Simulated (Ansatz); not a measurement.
# In chain started as a strip of triangles: one chain at several levels of theory

Aim: how far do the period, the moment and the conductance of the In chain started as a strip of triangles depend on the functional, the datasets and spin-orbit coupling, and at what cost?

Calculated with Ansatz 0.2.0; DFT PBE, plane waves, PAW; relaxation of a chain's period, in the first sound run; inputs show where later runs differ.

Report form: the programs' logs are mostly left out.

## Step 1: The starting structure

The cell holds 2 atoms: 2 In. Its edges and angles: a = 9.000 Å, b = 7.500 Å, c = 2.779 Å, α = 90.0°, β = 90.0°, γ = 90.0°. Vacuum lies along a and b. The structure's axis is c.

As a file:

```cif
data_structure
_symmetry_space_group_name_H-M 'P 1'
_symmetry_Int_Tables_number 1
_cell_length_a 9.0000
_cell_length_b 7.5000
_cell_length_c 2.7789
_cell_angle_alpha 90.000
_cell_angle_beta 90.000
_cell_angle_gamma 90.000
_cell_volume 187.58
loop_
_atom_site_label
_atom_site_type_symbol
_atom_site_fract_x
_atom_site_fract_y
_atom_site_fract_z
_atom_site_occupancy
In1 In 0.36810 0.50000 0.00000 1
In2 In 0.63190 0.50000 0.50000 1
```

## Step 2: Relaxing the period, level PBE, cutoff 420 eV

Band widths follow the bond lengths, so the chain is relaxed first. The atoms and the third cell vector are free; the box across stays fixed as vacuum. Moments are seeded so that a magnetic state can form if it lies lower. A Fermi-Dirac smearing is set since the result may be a metal. The pressure printed is a third of the stress's trace over the whole box, vacuum included; only the stress along the axis is relaxed.

Contents of input.yaml:

```yaml
crystal:
  lattice:
    - [9.0, 0.0, 0.0]
    - [0.0, 7.5, 0.0]
    - [0.0, 0.0, 2.77894]
  atoms:
    - { symbol: In, position: [0.368097778, 0.5, 0.0], spin: 0.5 }
    - { symbol: In, position: [0.631902222, 0.5, 0.5], spin: 0.5 }
magnetization:
  spin_polarized: true
kpoints:
  mp_grid: { grid: [1, 1, 29] }
scf:
  occupations: { method: fermi_dirac, width: 0.05 }
hamiltonian:
  xc: pbe
relax:
  cell: { fix: [a, b, alpha, beta, gamma] }
  max_steps: 60
```

The run is started by

```sh
$ ansatz run input.yaml --threads 4 --pin off --max-ram 8192MiB --backend cpu --events-out ev --progress --plain --runs-dir out
```

The job ended after 19 s (4 threads of Arm Neoverse V1, shared host; peak memory 0.49 GiB).

Step by step:

```csv
step,energy less that of the first step (eV),largest force component (eV/Å),pressure (GPa),volume (Å³)
1,0.0000,2.2203,2.33,187.58
2,-0.4581,0.3019,0.68,189.36
3,-0.4918,0.1285,0.24,192.09
4,-0.5030,0.0402,-0.02,194.47
5,-0.5048,0.0123,-0.10,195.65
6,-0.5048,0.0215,-0.13,196.26
7,-0.5049,0.0132,-0.13,196.03
8,-0.5050,0.0001,-0.14,196.31
9*,-0.5055,0.0001,-0.15,196.31
```

Relaxation steps marked * repeat the geometry before them on a plane-wave basis chosen anew for their cell, so energy and pressure can jump there.

The run keeps the 8 symmetry operations that it works with, so distortions that break them were not tested.

```csv
cell as run,before,after,change
c (Å),2.779,2.908,+4.7 %
```

The atoms that moved most (Å, along periodic axes as changes of fractional coordinates times the final cell, across vacuum about the mean position):

```csv
atom,dx,dy,dz,length
In1,-0.272,0.000,0.000,0.272
In2,0.272,0.000,0.000,0.272
```

Final coordinates:

```xyz
2
Lattice="9.0000 0.0000 0.0000 0.0000 7.5000 0.0000 0.0000 0.0000 2.9083" Properties=species:S:1:pos:R:3
In    3.0409    3.7500    0.0000
In    5.9591    3.7500    1.4542
```

Numbers from this step:

- energy at zero smearing: -11194.4032 eV
- cell length along the wire: 2.908 Å

The cell's length comes to 2.908 Å with no moment.

## Step 3: The wire at its relaxed period, level PBE, cutoff 420 eV

This step: DFT PBE, plane waves, PAW; channels and complex bands of a perfect chain (Ansatz 0.2.0).

At the relaxed period the Bloch states of the perfect chain are found at each energy: those that move forward count the open channels, and those that decay describe how a disturbance dies away inside the wire itself. An energy step of 0.035 eV is under the 0.039 eV that the program asks for its thermal average at 300 K.

Contents of input.yaml:

```yaml
crystal:
  lattice:
    - [9.0, 0.0, 0.0]
    - [0.0, 7.5, 0.0]
    - [0.0, 0.0, 2.9083055932]
  atoms:
    - { symbol: In, position: [0.337878374, 0.5, 0.0] }
    - { symbol: In, position: [0.662121626, 0.5, 0.5] }
kpoints:
  mp_grid: { grid: [1, 1, 28] }
  band_path: { path: ["Γ", Z], npoints: 60 }
scf:
  occupations: { method: fermi_dirac, width: 0.05 }
hamiltonian:
  xc: pbe
output:
  transmission:
    e_range: [-2, 2]
    de: 0.035
    kmesh: [1, 1]
    reduced_basis: true
    leads: [[0, 0]]
  dos: { projected: true, e_range: [-6, 4] }
  write_potential: true
  write_density: true
  volumetric_format: npy
  elf: true
```

It took 29 s on 4 threads; peak memory 0.68 GiB.

Numbers from this step:

```
energy at zero smearing                                  : -11194.4041 eV
channels at the energy nearest the Fermi level, one spin : 4
conductance of the lead as this run defines it           : 4.000 G₀
band gap                                                 : 0 eV
```

Table of open channels of the lead, one spin by energy, zero at the Fermi level:

```csv
energy (eV),"open channels of the lead, one spin"
-2.000,2
-1.790,2
-1.615,2
-1.405,0
-1.195,0
-0.985,2
-0.810,3
-0.600,4
-0.390,4
-0.215,4
-0.005,4
0.205,4
0.415,4
0.590,4
0.800,4
1.010,4
1.185,5
1.395,5
1.605,5
1.815,3
```

The slowest values at each energy, most degenerate partners merged, listed up to 1.5 1/Å. Table of Im kz of the slowest decaying states by energy, zero at the Fermi level:

```csv
energy (eV),decay 1 (Å⁻¹),decay 2 (Å⁻¹),decay 3 (Å⁻¹),decay 4 (Å⁻¹)
-2.0000,0.475,0.541,0.790,1.07
-1.7550,0.419,0.491,0.761,1.05
-1.5100,0.353,0.435,0.731,1.03
-1.2650,0.0167,0.270,0.369,0.699
-0.9850,0.112,0.273,0.660,0.993
-0.7400,0.142,0.622,0.972,0.990
-0.4950,0.582,0.950,0.956,1.11
-0.2500,0.537,0.920,0.928,1.08
-0.0050,0.487,0.883,0.903,1.06
0.2400,0.431,0.844,0.878,1.03
0.4850,0.365,0.804,0.851,0.998
0.7650,0.267,0.755,0.818,0.963
1.0100,0.129,0.710,0.788,0.931
1.2550,0.661,0.755,0.898,0.965
1.5000,0.609,0.720,0.863,0.930
1.7450,0.551,0.682,0.828,0.894
```

The electronic bands at the labelled points (eV, zero at the Fermi level):

```csv
point,band 11,band 12,band 13,band 14,band 15,band 16,band 17
Γ,-7.27,-5.14,-0.93,-0.65,1.08,2.87,3.70
halfway,-6.10,-4.03,0.37,0.60,2.30,3.92,3.95
Z,-2.36,-2.36,-0.38,-0.38,3.65,3.65,3.88
```

Electrostatic potential energy in the ca plane at fractional y = 0.500, with atoms of In within 0.2 Å of it. With pseudopotentials it is smooth inside the atoms' cores, unlike the true potential.

Values in eV, 24 rows by 15 columns, each cell a mean:
```
  4   4   4   4   4   4   4   4   4   4   4   4   4   4   4
  4   4   4   4   4   4   4   4   4   4   4   4   4   4   4
  4   4   4   4   4   3   3   3   3   3   3   4   4   4   4
  3   3   3   3   3   2   2   2   2   2   2   3   3   3   3
  3   2   2   1   0  -1  -3  -3  -3  -3  -1   0   1   2   2
  1   1  -1  -3  -7 -13 -18 -21 -21 -18 -13  -7  -3  -1   1
 -1  -2  -5 -12 -24 -34 -39 -41 -41 -39 -34 -24 -12  -5  -2
 -2  -3  -8 -21 -35 -43 -45 -44 -44 -45 -43 -35 -21  -8  -3
 -2  -3  -8 -19 -33 -41 -44 -44 -44 -44 -41 -33 -19  -8  -3
  0  -1  -3  -9 -18 -28 -34 -37 -37 -34 -28 -18  -9  -3  -1
  1   1   0  -2  -5  -8 -12 -14 -14 -12  -8  -5  -2   0   1
  0   0   0   0   0  -1  -1  -2  -2  -1  -1   0   0   0   0
 -6  -6  -4  -3  -1   0   1   1   1   1   0  -1  -3  -4  -6
-27 -26 -21 -14  -8  -3  -1   0   0  -1  -3  -8 -14 -21 -26
-43 -43 -40 -33 -21  -9  -4  -1  -1  -4  -9 -21 -33 -40 -43
-44 -44 -45 -40 -30 -15  -5  -3  -3  -5 -15 -30 -40 -45 -44
-44 -44 -42 -36 -24 -11  -4  -2  -2  -4 -11 -24 -36 -42 -44
-33 -32 -27 -19 -10  -4  -1   0   0  -1  -4 -10 -19 -27 -32
-10  -9  -7  -4  -1   0   1   2   2   1   0  -1  -4  -7  -9
  0   0   1   1   2   3   3   3   3   3   3   2   1   1   0
  3   3   3   3   3   4   4   4   4   4   4   3   3   3   3
  4   4   4   4   4   4   4   4   4   4   4   4   4   4   4
  4   4   4   4   4   4   4   4   4   4   4   4   4   4   4
  4   4   4   4   4   4   4   4   4   4   4   4   4   4   4
```
Columns run along c (2.9 Å; values clipped at the 3rd and 97th percentile), rows up along a (9.0 Å). Atoms in or near the plane, at fractional coordinates: In at (0.00, 0.34), In at (0.50, 0.66).

Valence density in the ca plane at fractional y = 0.500, with atoms of In within 0.2 Å of it. It is the smooth field of the valence electrons, not physical close to the nuclei.

Ten steps, logarithmic in the rise over the least value, from '_' (0 e/Å³) to '@' (12 e/Å³), each cell a mean:
```
______________________________
______________________________
______________________________
______________________________
____..........::::..........__
......::::--========--::::....
::::::--==**##%%%%##**==--::::
::::--==**##@@@@@@@@##**==--::
::::--==++##%%@@@@%%##++==--::
..::::--==++**####**++==--::::
......::::------------::::....
..............................
::::::::................::::::
++++==--::::........::::--==++
%%%%##**==--::::::::--==**##%%
@@@@%%##++--::::::::--++##%%@@
@@%%##**==--::::::::--==**##%%
****++==--::........::--==++**
----::::................::::--
........________________......
______________________________
______________________________
______________________________
______________________________
```
Columns run along c (2.9 Å), rows up along a (9.0 Å). Atoms in or near the plane, at fractional coordinates: In at (0.00, 0.34), In at (0.50, 0.66).

ELF in the ca plane at fractional y = 0.500, with atoms of In within 0.2 Å of it. It is the smooth field of the valence electrons, not physical close to the nuclei.

Ten even steps from '_' (0.00) to '@' (0.48), each cell a mean:
```
..............................
::::::----============----::::
====++**##%%%%@@@@%%%%##**++==
**##%%%%@@@@@@@@@@@@@@@@%%%%##
%%%%@@@@%%############%%@@@@%%
@@@@%%********************%%@@
@@%%**++**==::::::::==**++**%%
%%##++**==..________..==**++##
%%**++++++::________::++++++**
####++++++++==----==++++++++##
******++++++++++++++++++++****
************++++++++**********
++++++++++************++++++++
++++++++++++**####**++++++++++
....::==++++**####**++++==::..
______::++++++####++++++::____
____..==**++**%%%%**++**==..__
==++++******%%@@@@%%******++++
********##%%@@@@@@@@%%##******
%%%%@@@@@@@@%%%%%%%%@@@@@@@@%%
@@@@@@@@%%##**++++**##%%@@@@@@
******++====--------====++****
::::::::::............::::::::
....________________________..
```
Columns run along c (2.9 Å), rows up along a (9.0 Å). Atoms in or near the plane, at fractional coordinates: In at (0.00, 0.34), In at (0.50, 0.66).

By hand: the program gives 4.5915 × 10^14 S/m² over the cell's cross-section of 67.50 Å² = 6.750 × 10^-19 m², so one cell conducts 3.099 × 10^-4 S. Divided by G0 = 2e²/h = 7.748 × 10^-5 S this is 4.00 G0, a resistance of 3.23 kΩ.

At the computed energy nearest the Fermi level there are 4 channels a spin, and the thermal average gives 4.00 G₀.

## Step 4: Relaxing the period

This step: DFT PBEsol, plane waves, PAW; relaxation of a chain's period (Ansatz 0.2.0).

The relaxation is repeated under another functional. PBEsol weakens PBE's gradient terms and usually lands between LDA and PBE.

Contents of input.yaml:

```yaml
crystal:
  lattice:
    - [9.0, 0.0, 0.0]
    - [0.0, 7.5, 0.0]
    - [0.0, 0.0, 2.77894]
  atoms:
    - { symbol: In, position: [0.368097778, 0.5, 0.0], spin: 0.5 }
    - { symbol: In, position: [0.631902222, 0.5, 0.5], spin: 0.5 }
magnetization:
  spin_polarized: true
kpoints:
  mp_grid: { grid: [1, 1, 29] }
scf:
  occupations: { method: fermi_dirac, width: 0.05 }
hamiltonian:
  xc: pbesol
relax:
  cell: { fix: [a, b, alpha, beta, gamma] }
  max_steps: 60
```

The job ended after 12 s (4 threads; peak memory 0.5 GiB).

Step by step:

```csv
step,energy less that of the first step (eV),largest force component (eV/Å),pressure (GPa),volume (Å³)
1,0.0000,1.9123,1.72,187.58
2,-0.3465,0.1112,0.24,188.44
3,-0.3532,0.0436,0.04,189.74
4,-0.3552,0.0001,-0.14,191.08
5*,-0.3554,0.0001,-0.14,191.08
```

Relaxation steps marked * repeat the geometry before them on a plane-wave basis chosen anew for their cell, so energy and pressure can jump there.

Forces are held to the 8 operations that the run works with; a distortion that breaks them can't arise in this run.

```csv
cell as run,before,after,change
c (Å),2.779,2.831,+1.9 %
```

The atoms that moved most (Å, along periodic axes as changes of fractional coordinates times the final cell, across vacuum about the mean position):

```csv
atom,dx,dy,dz,length
In1,-0.216,0.000,0.000,0.216
In2,0.216,0.000,0.000,0.216
```

Final coordinates:

```xyz
2
Lattice="9.0000 0.0000 0.0000 0.0000 7.5000 0.0000 0.0000 0.0000 2.8308" Properties=species:S:1:pos:R:3
In    3.0969    3.7500    0.0000
In    5.9031    3.7500    1.4154
```

The cell's length comes to 2.831 Å, -2.7 % against the first run, with no moment.

## Step 5: The wire at its relaxed period, level PBEsol, cutoff 420 eV

This step: DFT PBEsol, plane waves, PAW; channels and complex bands of a perfect chain (Ansatz 0.2.0).

The channels are counted again under PBEsol, at the period that it gave.

Contents of input.yaml:

```yaml
crystal:
  lattice:
    - [9.0, 0.0, 0.0]
    - [0.0, 7.5, 0.0]
    - [0.0, 0.0, 2.8308213736]
  atoms:
    - { symbol: In, position: [0.344097598, 0.5, 0.0] }
    - { symbol: In, position: [0.655902402, 0.5, 0.5] }
kpoints:
  mp_grid: { grid: [1, 1, 29] }
  band_path: { path: ["Γ", Z], npoints: 60 }
scf:
  occupations: { method: fermi_dirac, width: 0.05 }
hamiltonian:
  xc: pbesol
output:
  transmission:
    e_range: [-2, 2]
    de: 0.035
    kmesh: [1, 1]
    reduced_basis: true
    leads: [[0, 0]]
  dos: { projected: true, e_range: [-6, 4] }
```

Run time: 25 s. Hardware: 4 threads; peak memory 0.68 GiB; 86 s of CPU time.

The open channels of the lead, one spin by energy, zero at the Fermi level:

```csv
energy (eV),"open channels of the lead, one spin"
-2.000,2
-1.895,2
-1.790,2
-1.685,2
-1.615,2
-1.510,2
-1.405,2
-1.300,2
-1.195,0
-1.090,2
-0.985,2
-0.915,3
-0.810,3
-0.705,4
-0.600,4
-0.495,4
-0.390,4
-0.285,4
-0.215,4
-0.110,4
-0.005,4
0.100,4
0.205,4
0.310,4
0.415,4
0.485,4
0.590,4
0.695,4
0.800,4
0.905,4
1.010,4
1.115,4
1.185,5
1.290,5
1.395,5
1.500,5
1.605,5
1.710,5
1.815,5
1.885,5
```

At the computed energy nearest the Fermi level there are 4 channels a spin, and the thermal average gives 4.00 G₀.

## Step 6: Relaxation of atoms and period

This step: DFT LDA, plane waves, PAW; relaxation of a chain's period (Ansatz 0.2.0).

The relaxation is repeated under another functional. LDA has no gradient terms and tends to overbind, so it marks the short end of the likely bond lengths.

Contents of input.yaml:

```yaml
crystal:
  lattice:
    - [9.0, 0.0, 0.0]
    - [0.0, 7.5, 0.0]
    - [0.0, 0.0, 2.77894]
  atoms:
    - { symbol: In, position: [0.368097778, 0.5, 0.0], spin: 0.5 }
    - { symbol: In, position: [0.631902222, 0.5, 0.5], spin: 0.5 }
magnetization:
  spin_polarized: true
kpoints:
  mp_grid: { grid: [1, 1, 29] }
scf:
  occupations: { method: fermi_dirac, width: 0.05 }
hamiltonian:
  xc: lda
relax:
  cell: { fix: [a, b, alpha, beta, gamma] }
  max_steps: 60
```

Elapsed: 9.3 s, on 4 threads; peak memory 0.47 GiB; 32 s of CPU time.

The steps of the relaxation:

```csv
step,energy less that of the first step (eV),largest force component (eV/Å),pressure (GPa),volume (Å³)
1,0.0000,1.7085,1.34,187.58
2,-0.2801,0.0114,-0.06,187.60
3,-0.2808,0.0033,-0.12,188.24
4,-0.2809,0.0003,-0.14,188.47
5*,-0.2809,0.0003,-0.14,188.47
```

Relaxation steps marked * repeat the geometry before them on a plane-wave basis chosen anew for their cell, so energy and pressure can jump there.

The run keeps the 8 symmetry operations that it works with, so distortions that break them were not tested.

```csv
cell as run,before,after,change
c (Å),2.779,2.792,+0.5 %
```

The atoms that moved most (Å, along periodic axes as changes of fractional coordinates times the final cell, across vacuum about the mean position):

```csv
atom,dx,dy,dz,length
In1,-0.193,0.000,0.000,0.193
In2,0.193,0.000,0.000,0.193
```

The relaxed structure:

```xyz
2
Lattice="9.0000 0.0000 0.0000 0.0000 7.5000 0.0000 0.0000 0.0000 2.7921" Properties=species:S:1:pos:R:3
In    3.1201    3.7500    0.0000
In    5.8799    3.7500    1.3961
```

The cell's length comes to 2.792 Å, -4.0 % against the first run, with no moment.

The cell grew by 0.5 % in its periodic edges. From the first step to the last the energy fell by 0.281 eV, across changes of basis, and the largest move was 0.19 Å (In1 and 1 other atom alike).

## Step 7: The perfect wire, level LDA, cutoff 420 eV

This step: DFT LDA, plane waves, PAW; channels and complex bands of a perfect chain (Ansatz 0.2.0).

The channels are counted again under LDA, at the period that it gave.

Contents of input.yaml:

```yaml
crystal:
  lattice:
    - [9.0, 0.0, 0.0]
    - [0.0, 7.5, 0.0]
    - [0.0, 0.0, 2.7921444185]
  atoms:
    - { symbol: In, position: [0.346672558, 0.5, 0.0] }
    - { symbol: In, position: [0.653327442, 0.5, 0.5] }
kpoints:
  mp_grid: { grid: [1, 1, 29] }
  band_path: { path: ["Γ", Z], npoints: 60 }
scf:
  occupations: { method: fermi_dirac, width: 0.05 }
hamiltonian:
  xc: lda
output:
  transmission:
    e_range: [-2, 2]
    de: 0.035
    kmesh: [1, 1]
    reduced_basis: true
    leads: [[0, 0]]
  dos: { projected: true, e_range: [-6, 4] }
```

The job ended after 23 s (4 threads; peak memory 0.66 GiB; 82 s of CPU time).

The open channels of the lead, one spin by energy, zero at the Fermi level:

```csv
energy (eV),"open channels of the lead, one spin"
-2.000,2
-1.790,2
-1.615,2
-1.405,2
-1.195,0
-0.985,3
-0.810,4
-0.600,4
-0.390,4
-0.215,4
-0.005,4
0.205,4
0.415,4
0.590,4
0.800,4
1.010,4
1.185,5
1.395,5
1.605,5
1.815,5
```

At the computed energy nearest the Fermi level there are 4 channels a spin, and the thermal average gives 4.00 G₀.

## Step 8: Relaxing the period, cutoff 500 eV

This step: DFT r2SCAN, plane waves, PAW; relaxation of a chain's period (Ansatz 0.2.0).

The relaxation is repeated under another functional. r2SCAN also reads the kinetic-energy density; it often gives larger moments and wider gaps than PBE, at a higher cost. Against the first PBE run of this kind, the cutoff is 500 eV against 420.

Contents of input.yaml:

```yaml
crystal:
  lattice:
    - [9.0, 0.0, 0.0]
    - [0.0, 7.5, 0.0]
    - [0.0, 0.0, 2.77894]
  atoms:
    - { symbol: In, position: [0.368097778, 0.5, 0.0], spin: 0.5 }
    - { symbol: In, position: [0.631902222, 0.5, 0.5], spin: 0.5 }
magnetization:
  spin_polarized: true
kpoints:
  mp_grid: { grid: [1, 1, 29] }
scf:
  occupations: { method: fermi_dirac, width: 0.05 }
hamiltonian:
  xc: r2scan
relax:
  cell: { fix: [a, b, alpha, beta, gamma] }
  max_steps: 60
```

The job ended after 43 s (4 threads; peak memory 0.97 GiB).

The steps of the relaxation:

```csv
step,energy less that of the first step (eV),largest force component (eV/Å),pressure (GPa),volume (Å³)
1,0.0000,1.9855,1.74,187.58
2,-0.3645,0.1906,0.35,188.32
3,-0.3776,0.0571,0.08,189.93
4,-0.3815,0.0041,-0.16,191.94
5*,-0.3817,0.0041,-0.16,191.94
```

Relaxation steps marked * repeat the geometry before them on a plane-wave basis chosen anew for their cell, so energy and pressure can jump there.

The run keeps the 8 symmetry operations that it works with, so distortions that break them were not tested.

```csv
cell as run,before,after,change
c (Å),2.779,2.844,+2.3 %
```

The atoms that moved most (Å, along periodic axes as changes of fractional coordinates times the final cell, across vacuum about the mean position):

```csv
atom,dx,dy,dz,length
In1,-0.227,0.000,0.000,0.227
In2,0.227,0.000,0.000,0.227
```

The relaxed structure:

```xyz
2
Lattice="9.0000 0.0000 0.0000 0.0000 7.5000 0.0000 0.0000 0.0000 2.8435" Properties=species:S:1:pos:R:3
In    3.0863    3.7500    0.0000
In    5.9137    3.7500    1.4218
```

The cell's length comes to 2.844 Å, -2.2 % against the first run, with no moment.

The cell grew by 2.3 % in its periodic edges. First to last step the energy falls by 0.382 eV, across changes of basis; the largest move, 0.23 Å, is that of In1 and 1 other atom alike.

[end of part 1 of 2]

[Logs are printed without paths, hosts, clocks, repeated set-up lines and the standing remarks that a program may print on its own settings, such as how far it seeks lower states.]

[Hosts, paths, dates, database ids (printed as entryN), source tags and the programs' standing remarks are cut or masked in the printed files.]
